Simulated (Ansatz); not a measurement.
# Phonon-limited resistivity of Ni(111) film of 2 layers

Wanted: the electron–phonon coupling λ, α²F(ω) and the phonon-limited resistivity of Ni(111) film of 2 layers, on meshes from cheap to dear.

Calculated with Ansatz 0.2.0; DFT PBE, scalar-relativistic, plane waves, PAW.

**1. Set-up**

The cell holds 2 atoms: 2 Ni. Its edges and angles: a = 2.489 Å, b = 2.489 Å, c = 13.032 Å, α = 90.0°, β = 90.0°, γ = 120.0°. It derives from Ni. Vacuum lies along c.

**2. Relaxation**

The structure is brought to rest under this functional.

The input, input.yaml:

```yaml
crystal:
  lattice:
    - [2.48902, 0.0, 0.0]
    - [-1.24451, 2.15555, 0.0]
    - [0.0, 0.0, 13.03227]
  atoms:
    - { symbol: Ni, position: [0.0, 0.0, 0.42202922], spin: 0.78 }
    - { symbol: Ni, position: [0.33333333, 0.66666667, 0.57797078], spin: 0.78 }
  periodic: [true, true, false]
kpoints:
  mp_grid: { grid: [15, 15, 1] }
hamiltonian:
  xc: pbe
scf:
  occupations: { method: gaussian, width: 0.1 }
output:
  forces: true
  stress: true
  eigenvalues: true
  populations: true
magnetization:
  spin_polarized: true
relax:
  adjacent_minimum: "off"
  f_tol: 0.005
  max_steps: 80
  cell: { stress_2d_tol: 0.02 }
```

Command:

```
$ ansatz run input.yaml --threads 4 --pin off --max-ram 16384MiB --backend cpu --events-out ev --progress --plain --runs-dir out
```

Numbers of over 12 decimals in the logs are rounded to 6 here.

Log:

```text
Warning: crystal.periodic: the lattice vector that does not repeat stood 0.000° off the slab's normal, 13.032 Å along it as the deck builds it. The run solves the slab on a vector along the normal, 27.865 Å long, with every atom where it was (on the deck's vector they left 11.00 Å outside them, and the widest stretch free of ions among them is 2.03 Å). A fractional position that the run reports is one of the run's ce [...]
crystal.periodic: the lattice vector that does not repeat stood 0.000° off the slab's normal, 13.032 Å along it as the deck builds it. The run solves the slab on a vector along the normal, 27.865 Å long, with every atom where it was (on the deck's vector they left 11.00 Å outside them, and the widest stretch free of ions among them is 2.03 Å). A fractional position that the run reports is one of the run's cell, which [...]
Engine: ansatz 0.2.0, aarch64-unknown-linux-gnu
Pseudopotentials: kind: paw
Pseudopotential: Ni, paw, valence charge 18, recommended cutoff 420 eV (normal), Ni.paw.azcp
Functional definition: PBE
  parameter kappa = 0.804
  parameter beta = 0.066725
  exchange = pbe_x(kappa = kappa, mu = beta*pi^2/3)
  correlation = pbe_c(beta = beta)
Crystal: 2 atoms, lattice volume = 149.499 Å³
Basis set: ecut = 420 eV, 2787 PW (Γ), exchange–correlation on 36×36×384 points (8 copies of the dense FFT grid, shifted against one another)
Bands: 23, of which v1, the nominal top of the filled ones, is band 18 counted from 1 (17 counted from 0)
Symmetry: 12 space group operations
Space group: P-3m1 (ITA 164), of the structure as read, at distance tolerance 5.3e-5 Å
Magnetic group: BNS 164.85 (UNI 1315), of the structure as read, at distance tolerance 5.3e-5 Å
k-points: 27 of 225
Non-local potential: Ni, projectors of the file, l = 0: 3, l = 1: 2, l = 2: 3, l = 3: 1
PAW form: soft (Blöchl's): semilocal exchange-correlation on the pseudo side does not see the compensation charge
PAW one-centre angular grid: Ni, 590 points (default); XC on 64 Gauss nodes
Initial density: superposition of atomic densities (neutral atoms: chi_scale 0, normalization atom)
Starting moments: Σ|m| = 1.56 μB on 2 of 2 sites
Initial wavefunctions: pseudopotential atomic-orbital guess
Functional: x = pbe(κ = 0.804, μ = 0.219515), c = pbe(β = 0.066725)
SCF iter   1: F=—  HF=-11676.187134 eV  |F-HF|=—  |Δ(HF+E_count)|=         —  Δρ=1.36e-2 (↑1.01e-2 ↓1.36e-2)  dr2=1.35e0  dr2_m=1.07e-1  M=1.593 μB ∫|m|=1.688 μB  β_m=0.30  ethr=3.10e-3  ⟨swp⟩=13.1  Hψ=9544  notcnv=0
Mixer restart at iter 1: flushing history
preconditioner: auto → LDOS  [metal: Δε(μ)=0.017 eV  Ē_g=6.967 eV  σ=0.100 eV  W_gap=0.10  n_scr=18 (ndim 8)  ℏωp=13.6 eV  f_vac=0.777  D(μ)=5.16/eV (n_scr^D=22)]
spin=Collinear: LDOS preconditioning applied to the charge; magnetization (m = ρ↑ − ρ↓) channel mixes plain (no charge-response kernel on spin).
SCF iter   2: F=—  HF=-11676.708533 eV  |F-HF|=—  |Δ(HF+E_count)|=   5.21e-1  Δρ=1.13e-2 (↑1.13e-2 ↓6.32e-3)  dr2=3.60e-1  dr2_m=6.13e-2  M=1.570 μB ∫|m|=1.708 μB  β_m=0.43  ethr=3.10e-3  ⟨swp⟩=2.9  Hψ=2220  notcnv=0  defer=18
SCF iter   3: F=—  HF=-11677.729426 eV  |F-HF|=—  |Δ(HF+E_count)|=    1.02e0  Δρ=4.40e-3 (↑4.37e-3 ↓4.40e-3)  dr2=3.80e-2  dr2_m=1.95e-2  M=1.572 μB ∫|m|=1.747 μB  β_m=0.52  ethr=1.00e-3  ⟨swp⟩=5.4  Hψ=3051  notcnv=0  defer=19
SCF iter   4: F=—  HF=-11678.085871 eV  |F-HF|=—  |Δ(HF+E_count)|=         —  Δρ=4.10e-3 (↑2.75e-3 ↓4.10e-3)  dr2=4.79e-2  dr2_m=2.63e-3  M=1.500 μB ∫|m|=1.710 μB  β_m=0.52  ethr=1.05e-4  ⟨swp⟩=3.4  Hψ=2938  notcnv=0  defer=19
SCF iter   5: F=—  HF=-11678.156254 eV  |F-HF|=—  |Δ(HF+E_count)|=   7.04e-2  Δρ=2.50e-3 (↑9.83e-4 ↓2.50e-3)  dr2=6.40e-3  dr2_m=3.52e-3  M=1.478 μB ∫|m|=1.701 μB  β_m=0.76  ethr=1.05e-4  ⟨swp⟩=2.9  Hψ=2482  notcnv=0  defer=20
SCF iter   6: F=—  HF=-11678.158677 eV  |F-HF|=—  |Δ(HF+E_count)|=   2.42e-3  Δρ=1.16e-3 (↑4.38e-4 ↓1.16e-3)  dr2=3.79e-3  dr2_m=2.67e-4  M=1.475 μB ∫|m|=1.700 μB  β_m=0.68  ethr=1.78e-5  ⟨swp⟩=3.0  Hψ=2870  notcnv=0  defer=22
SCF iter   7: F=—  HF=-11678.159196 eV  |F-HF|=—  |Δ(HF+E_count)|=   5.19e-4  Δρ=1.68e-4 (↑1.68e-4 ↓1.21e-4)  dr2=6.56e-5  dr2_m=1.01e-5  M=1.473 μB ∫|m|=1.697 μB  β_m=0.77  ethr=1.05e-5  ⟨swp⟩=2.4  Hψ=2130  notcnv=0  defer=21
SCF iter   8: F=—  HF=-11678.159196 eV  |F-HF|=—  |Δ(HF+E_count)|=   5.79e-7  Δρ=8.63e-5 (↑5.57e-5 ↓8.63e-5)  dr2=1.72e-5  dr2_m=5.88e-7  M=1.473 μB ∫|m|=1.697 μB  β_m=0.88  ethr=1.82e-7  ⟨swp⟩=3.8  Hψ=2942  notcnv=0  defer=21
SCF iter   9: F=—  HF=-11678.159201 eV  |F-HF|=—  |Δ(HF+E_count)|=   5.59e-6  Δρ=2.71e-5 (↑2.20e-5 ↓2.71e-5)  dr2=1.83e-6  dr2_m=5.30e-8  M=1.473 μB ∫|m|=1.697 μB  β_m=0.85  ethr=4.77e-8  ⟨swp⟩=2.5  Hψ=1983  notcnv=0  defer=21
SCF iter  10: F=—  HF=-11678.159203 eV  |F-HF|=—  |Δ(HF+E_count)|=   1.10e-6  Δρ=4.91e-6 (↑4.91e-6 ↓2.81e-6)  dr2=4.82e-8  dr2_m=5.06e-9  M=1.473 μB ∫|m|=1.697 μB  β_m=0.91  ethr=5.07e-9  ⟨swp⟩=3.2  Hψ=2594  notcnv=0  defer=21
SCF iter  11: F=-11678.159203 eV  HF=-11678.159203 eV  |F-HF|=2.33e-10  |Δ(HF+E_count)|=   4.70e-8  Δρ=1.31e-6 (↑1.31e-6 ↓9.61e-7)  dr2=8.54e-10  dr2_m=1.37e-9  M=1.473 μB ∫|m|=1.697 μB  ethr=1.34e-10  ⟨swp⟩=10.8  Hψ=8247  notcnv=0
SCF 1 converged in 11 iterations: F = -11678.159203 eV  dr2 = 8.54e-10
  greatest PAW one-centre occupation: 1.001 electrons in one spin orbital (limit 2), on the Ni atom at site 1 (counted from 0), in its partial waves of l = 1
relax step   1: F+E_penalty+E_count = -11678.15920258 eV  Δ(F+E_penalty+E_count) = +0.000e0 eV  max|allowed force component| = 3.358e-1 eV/Å  Δτ_max = 0.0000 Å  P = -5.279 N/m  Ω = 149.499 Å³  fix = [c, alpha, beta]  reactions: c -0.000 N/m  (11 SCF iters, dr2 threshold 1.00e-7 eV, accepted)
Crystal: 2 atoms, lattice volume = 146.199 Å³
Basis set: ecut = 420 eV, 2763 PW (Γ), exchange–correlation on 36×36×384 points (8 copies of the dense FFT grid, shifted against one another)
Initial density: handed on by an earlier stage of this run
Starting moments: Σ|m| = 1.56 μB on 2 of 2 sites; this step starts from the density that it was given
Initial wavefunctions: those handed on with the density
iter 1 solved again at ethr=2.09e-5 eV; its pass at ethr=3.10e-3 eV (dr2=7.51e-3 eV) is discarded
SCF iter   1: F=—  HF=-11678.196290 eV  |F-HF|=—  |Δ(HF+E_count)|=         —  Δρ=1.61e-3 (↑1.31e-3 ↓1.61e-3)  dr2=7.82e-3  dr2_m=1.89e-4  M=1.473 μB ∫|m|=1.691 μB  β_m=0.65  ethr=2.09e-5  ⟨swp⟩=2.4  Hψ=8649  notcnv=0
preconditioner: auto → LDOS  [metal: Δε(μ)=0.002 eV  Ē_g=6.997 eV  σ=0.100 eV  W_gap=0.01  n_scr=12 (ndim 8)  ℏωp=13.7 eV  f_vac=0.788  D(μ)=3.71/eV (n_scr^D=18)]
[...]
relax step   4: F+E_penalty+E_count = -11678.21075041 eV  Δ(F+E_penalty+E_count) = -9.558e-5 eV  max|allowed force component| = 8.329e-4 eV/Å  Δτ_max = 0.0015 Å  P = +0.017 N/m  Ω = 141.942 Å³  energy of the carried Pulay correction = +4.379e-4 eV  fix = [c, alpha, beta]  reactions: c +0.000 N/m  (7 SCF iters, dr2 threshold 6.65e-8 eV, accepted)
[...]
relax step   5: F+E_penalty+E_count = -11678.21010755 eV  Δ(F+E_penalty+E_count) = +6.429e-4 eV  max|allowed force component| = 7.118e-4 eV/Å  Δτ_max = 0.0000 Å  P = +0.042 N/m  Ω = 141.942 Å³  fix = [c, alpha, beta]  reactions: c +0.000 N/m  stress off target by 4.23e-2 N/m on what of the cell is left free  SCF on the basis re-selected at this cell (its energy is not comparable with the rows above)  (10 SCF iters)
[...]
relax step   6: F+E_penalty+E_count = -11678.21010636 eV  Δ(F+E_penalty+E_count) = +1.190e-6 eV  max|allowed force component| = 9.226e-5 eV/Å  Δτ_max = 0.0002 Å  P = -0.002 N/m  Ω = 142.005 Å³  energy of the carried Pulay correction = -4.233e-6 eV  fix = [c, alpha, beta]  reactions: c -0.000 N/m  (6 SCF iters, dr2 threshold 3.10e-9 eV, accepted)
iter 1 solved again at ethr=4.25e-6 eV; its pass at ethr=3.10e-3 eV (dr2=1.53e-3 eV) is discarded
SCF iter   1: F=—  HF=-11678.208004 eV  |F-HF|=—  |Δ(HF+E_count)|=         —  Δρ=6.59e-5 (↑6.59e-5 ↓5.40e-5)  dr2=4.43e-7  dr2_m=5.54e-8  M=1.454 μB ∫|m|=1.660 μB  β_m=0.65  ethr=4.25e-6  ⟨swp⟩=4.8  Hψ=12861  notcnv=0
eigensolver tolerance schedule: the retry pair's looser diagonalisation over-reported the residual by 3455.86 of it (diagonalisation noise at an unbounded share of the residual, at the tolerance the schedule requests for it); recorded, not acted on — ethr = c·dr2/N_el stays at c = 1.0e-1
preconditioner: auto → LDOS  [metal: Δε(μ)=0.008 eV  Ē_g=7.181 eV  σ=0.100 eV  W_gap=0.04  n_scr=12 (ndim 8)  ℏωp=13.9 eV  f_vac=0.790  D(μ)=3.67/eV (n_scr^D=18)]
spin=Collinear: LDOS preconditioning applied to the charge; magnetization (m = ρ↑ − ρ↓) channel mixes plain (no charge-response kernel on spin).
SCF iter   2: F=—  HF=-11678.209614 eV  |F-HF|=—  |Δ(HF+E_count)|=   1.61e-3  Δρ=2.33e-5 (↑2.33e-5 ↓1.93e-5)  dr2=9.17e-8  dr2_m=7.03e-9  M=1.454 μB ∫|m|=1.661 μB  β_m=0.60  ethr=1.23e-9  ⟨swp⟩=5.1  Hψ=4279  notcnv=0
SCF iter   3: F=—  HF=-11678.209971 eV  |F-HF|=—  |Δ(HF+E_count)|=   3.57e-4  Δρ=8.57e-6 (↑8.57e-6 ↓7.48e-6)  dr2=4.89e-8  dr2_m=8.43e-10  M=1.454 μB ∫|m|=1.660 μB  β_m=0.54  ethr=2.55e-10  ⟨swp⟩=4.2  Hψ=3270  notcnv=0
SCF iter   4: F=—  HF=-11678.210058 eV  |F-HF|=—  |Δ(HF+E_count)|=   8.69e-5  Δρ=9.10e-7 (↑9.10e-7 ↓8.41e-7)  dr2=1.55e-9  dr2_m=3.63e-11  M=1.454 μB ∫|m|=1.661 μB  β_m=0.51  ethr=1.36e-10  ⟨swp⟩=3.4  Hψ=2603  notcnv=0
SCF iter   5: F=—  HF=-11678.210061 eV  |F-HF|=—  |Δ(HF+E_count)|=   3.64e-6  Δρ=2.42e-7 (↑1.95e-7 ↓2.42e-7)  dr2=4.42e-10  dr2_m=1.51e-11  M=1.454 μB ∫|m|=1.661 μB  β_m=0.75  ethr=4.30e-12  ⟨swp⟩=3.3  Hψ=2657  notcnv=0
SCF iter   6: F=—  HF=-11678.210062 eV  |F-HF|=—  |Δ(HF+E_count)|=   2.50e-7  Δρ=1.60e-7 (↑1.17e-7 ↓1.60e-7)  dr2=1.99e-10  dr2_m=1.64e-12  M=1.454 μB ∫|m|=1.661 μB  β_m=0.64  ethr=1.23e-12  ⟨swp⟩=3.0  Hψ=2278  notcnv=0
SCF iter   7: F=—  HF=-11678.210108 eV  |F-HF|=—  |Δ(HF+E_count)|=   4.63e-5  Δρ=1.65e-7 (↑1.65e-7 ↓1.44e-7)  dr2=1.92e-11  dr2_m=2.81e-11  M=1.454 μB ∫|m|=1.660 μB  β_m=0.63  ethr=1.00e-12  ⟨swp⟩=5.0  Hψ=3128  notcnv=0
SCF iter   8: F=—  HF=-11678.210108 eV  |F-HF|=—  |Δ(HF+E_count)|=   2.08e-9  Δρ=1.35e-7 (↑1.35e-7 ↓1.18e-7)  dr2=1.12e-11  dr2_m=1.89e-11  M=1.454 μB ∫|m|=1.660 μB  β_m=0.81  ethr=1.00e-12  ⟨swp⟩=1.2  Hψ=1285  notcnv=0
SCF iter   9: F=—  HF=-11678.210108 eV  |F-HF|=—  |Δ(HF+E_count)|=   2.09e-9  Δρ=1.83e-8 (↑9.30e-9 ↓1.83e-8)  dr2=1.70e-12  dr2_m=1.61e-13  M=1.454 μB ∫|m|=1.660 μB  β_m=0.87  ethr=1.00e-12  ⟨swp⟩=2.3  Hψ=1679  notcnv=0
SCF iter  10: F=-11678.210108 eV  HF=-11678.210108 eV  |F-HF|=1.31e-10  |Δ(HF+E_count)|=  1.64e-11  Δρ=1.46e-8 (↑9.08e-9 ↓1.46e-8)  dr2=6.09e-13  dr2_m=5.68e-14  M=1.454 μB ∫|m|=1.660 μB  ethr=1.00e-12  ⟨swp⟩=10.7  Hψ=8519  notcnv=0
SCF 7 converged in 10 iterations: F = -11678.210108 eV  dr2 = 6.09e-13
relax step   7: F+E_penalty+E_count = -11678.21010786 eV  Δ(F+E_penalty+E_count) = -1.499e-6 eV  max|allowed force component| = 9.146e-5 eV/Å  Δτ_max = 0.0000 Å  P = -0.002 N/m  Ω = 142.005 Å³  fix = [c, alpha, beta]  reactions: c -0.000 N/m  stress off target by 2.03e-3 N/m on what of the cell is left free  SCF on the basis re-selected at this cell (its energy is not comparable with the rows above)  (10 SCF iters)
basis re-selected at this cell: Δ(F+E_penalty+E_count) = -1.499e-6 eV, ΔP = +0.000 N/m vs the last step (what re-selecting the basis moved, of the pressure what is left beyond the Pulay correction that the steps carried, after the strain that the cell walked since its last selection, with what the two solves' SCF thresholds leave and, on support functions, any second-order correction that the steps lacked; it is no m [...]
SCF converged after 10 iterations
Magnetization: 1.4541 μB (18.7271 up, 17.2729 down)
Absolute magnetization: 1.6620 μB (∫|ρ↑−ρ↓|, with the PAW one-centre terms)
Spin contamination: 0.0219 ħ² per cell (⟨S²⟩ above its minimum at these occupations)
Per-site moments (μB) at R_I (Å): [(0.770257, 1.000656), (0.770257, 1.000656)]
Free energy (F): -11678.210108 eV
Harris-Foulkes:  -11678.210108 eV  (|F-HF|=1.31e-10)
Internal energy: -11678.191763 eV  (E = F + TS)
E sigma→0 (E₀):  -11678.200936 eV
Entropy (-TS):   -0.018345 eV (-9.172 meV/atom)
Fermi energy:    -5.064102 eV
--- Per-component energies (eV) ---
  E_band       = -1399.504025
  E_kinetic    = 563.526245
  E_local      = -139128.389417  (includes V_loc(G=0)·N_el)
  E_nonlocal   = 1274.559057
  E_hartree    = 68581.057727
  E_xc         = -167.773415
  E_vxc        = -216.144737  (∫ρ·V_xc dr)
  E_paw        = -3262.065876  (= ΣΔE_a)
  E_vpaw       = -1055.171951  (= ΣTr[D̂ρ^β])
  E_aug_tail   = 0.001108  (compensation charges beyond the density's cutoff)
  E_ewald      = 60460.892807
  E_smearing   = -0.018345  (= −TS)
  E_closure    = 0.000000  (closes the sum)
  Σ components = -11678.210108   (vs F -11678.210108, Δ=0.00e0)
--- Forces (eV/Å), atoms counted from 1 ---
  atom   1  Ni    -0.00000000     0.00000000     0.00009146
  atom   2  Ni    -0.00000000    -0.00000000    -0.00009146
  max |Σ_I F_I| component: 2.31e-18 eV/Å
--- 2D stress c σ (N/m, compression-positive) ---
       -0.002026       0.000000      -0.000000
        0.000000      -0.002026      -0.000000
       -0.000000      -0.000000      -0.000000
  P = ½ c Tr σ = -0.0020 N/m
--- Band table (eV; the first three rows and the last of 54) ---
  k-point 0 ↑: bands = [... 14 lower, -7.3623, -6.7312, -6.1755, -6.1755, -5.7498, -5.7498, -4.7903, -0.4035, ... 1 higher]
  k-point 1 ↑: bands = [... 14 lower, -7.2996, -6.7957, -6.2014, -6.1320, -5.9974, -5.7469, -4.3087, -0.2623, ... 1 higher]
  k-point 2 ↑: bands = [... 14 lower, -7.1208, -6.9457, -6.5012, -6.2624, -5.7438, -5.7239, -3.4138, 0.1610, ... 1 higher]
  k-point 26 ↓: bands = [... 14 lower, -6.7215, -5.6341, -5.0478, -5.0478, 1.0657, 1.4406, 1.4406, 4.0255, ... 1 higher]
--- Relaxed structure (5 steps of the walk, 5 accepted, 2 SCFs on fresh bases) ---
  F+E_penalty+E_count = -11678.21010786 eV   max|allowed force component| = 9.146e-5 eV/Å   (the final SCF, on the basis selected at the relaxed cell)
  cell:  # Å, volume = 142.0052 Å³
    - [2.425832, 0.0, 0]
    - [-1.212916, 2.100832, 0]
    - [0, 0, 27.864545]
  atoms:
    - { symbol: Ni, position: [3.254776687851859e-17, -2.312964641528914e-17, 0.197785] }
    - { symbol: Ni, position: [0.333333, 0.666667, 0.269916] }
--- Löwdin populations: 2 sites ---
  site symbol       q [e]    m [muB]
     0     Ni     17.7917     0.7642
     1     Ni     17.7917     0.7642
  spilling = 0.011574 (of n_electrons = 36.000000)
```

Run time: 28 s. Hardware: 4 threads of Arm Neoverse V1, shared host; peak memory 0.55 GiB; 1.8 min of CPU time.

Step by step:

| step | energy less that of the first step (eV) | largest force component (eV/Å) | volume (Å³) |
| --- | --- | --- | --- |
| 1 | 0.0000 | 0.3358 | 149.50 |
| 2 | -0.0355 | 0.1631 | 146.20 |
| 3 | -0.0515 | 0.0078 | 142.27 |
| 4 | -0.0515 | 0.0008 | 141.94 |
| 5* | -0.0509 | 0.0007 | 141.94 |
| 6 | -0.0509 | 0.0001 | 142.01 |
| 7* | -0.0509 | 0.0001 | 142.01 |

Relaxation steps marked * repeat the geometry before them on a plane-wave basis chosen anew for their cell, so energy and pressure can jump there.

Forces are held to the 12 operations that the run works with; a distortion that breaks them can't arise in this run.

| cell as run | before | after | change |
| --- | --- | --- | --- |
| a (Å) | 2.489 | 2.426 | -2.5 % |
| b (Å) | 2.489 | 2.426 | -2.5 % |

The atoms that moved most (Å, along periodic axes as changes of fractional coordinates times the final cell, across vacuum about the mean position):

| atom | dx | dy | dz | length |
| --- | --- | --- | --- | --- |
| Ni1 | 0.000 | 0.000 | 0.011 | 0.011 |
| Ni2 | 0.000 | 0.000 | -0.011 | 0.011 |

Final coordinates:

```cif
data_structure
_symmetry_space_group_name_H-M 'P 1'
_symmetry_Int_Tables_number 1
_cell_length_a 2.4258
_cell_length_b 2.4258
_cell_length_c 27.8645
_cell_angle_alpha 90.000
_cell_angle_beta 90.000
_cell_angle_gamma 120.000
_cell_volume 142.01
loop_
_atom_site_label
_atom_site_type_symbol
_atom_site_fract_x
_atom_site_fract_y
_atom_site_fract_z
_atom_site_occupancy
Ni1 Ni 0.00000 0.00000 0.19778 1
Ni2 Ni 0.33333 0.66667 0.26992 1
```

This step gave:

| Property | Result |
| --- | --- |
| magnetization | 1.454 μB |
| absolute magnetization | 1.662 μB |
| site moments | 0.7703, 0.7703 μB |
| metallic on mesh | yes |
| gap on the k-mesh | 0 eV |

The relaxation ends with a largest force component of 9.1e-5 eV/Å.

**3. Relaxing tightly for phonons**

No force is left; the cell is relaxed once more with another smearing and tight thresholds.

input.yaml, the sections that differ from step 2:

```yaml
crystal:
  lattice:
    - [2.425832416, 0.0, 0.0]
    - [-1.212916208, 2.1008324975, 0.0]
    - [0.0, 0.0, 27.8645450283]
  atoms:
    - { symbol: Ni, position: [0.0, 0.0, 0.1977847135], spin: 0.85 }
    - { symbol: Ni, position: [0.3333333333, 0.6666666667, 0.2699160865], spin: 0.85 }
  periodic: [true, true, false]
scf:
  occupations: { method: gaussian, width: 0.15 }
relax:
  adjacent_minimum: "off"
  f_tol: 0.001
  max_steps: 60
  cell: { stress_2d_tol: 0.002 }
# kpoints, hamiltonian, output, magnetization: as in step 2
```

Log:

```text
[the first part of the log is left out]
  E_aug_tail   = 0.001120  (compensation charges beyond the density's cutoff)
  E_ewald      = 60471.483916
  E_smearing   = -0.041199  (= −TS)
  E_closure    = 0.000000  (closes the sum)
  Σ components = -11678.221566   (vs F -11678.221566, Δ=0.00e0)
--- Forces (eV/Å), atoms counted from 1 ---
  atom   1  Ni     0.00000000     0.00000000    -0.00001220
  atom   2  Ni    -0.00000000    -0.00000000     0.00001220
  max |Σ_I F_I| component: 1.16e-18 eV/Å
[...]
--- Relaxed structure (3 steps of the walk, 3 accepted, 1 SCFs on fresh bases) ---
[...]
cell:  # Å, volume = 141.9565 Å³
    - [2.425417, 0.0, 0]
    - [-1.212709, 2.100473, 0]
    - [0, 0, 27.8645450283]
  atoms:
    - { symbol: Ni, position: [9.251858539620039e-18, -5.0885221963063393e-17, 0.197749] }
    - { symbol: Ni, position: [0.333333, 0.666667, 0.269952] }
--- Löwdin populations: 2 sites ---
  site symbol       q [e]    m [muB]
     0     Ni     17.7917     0.7588
     1     Ni     17.7917     0.7588
  spilling = 0.011572 (of n_electrons = 36.000000)
[key lines of the parts left out:]
P = ½ c Tr σ = -0.0006 N/m
```

It took 18 s on 4 threads; peak memory 0.54 GiB; 65 s of CPU time.

Little changed from the start: no atom moved by 0.005 Å and no cell edge by 0.1 %.

This step gave:

| Item | Value |
| --- | --- |
| magnetization | 1.444 μB |
| absolute magnetization | 1.647 μB |
| site moments | 0.7639, 0.7639 μB |

(Continued in part 2 of 4.)

[Logs are printed without paths, hosts, clocks, repeated set-up lines and the standing remarks that a program may print on its own settings, such as how far it seeks lower states.]

[Hosts, paths, dates, database ids (printed as entryN), source tags and the programs' standing remarks are cut or masked in the printed files.]
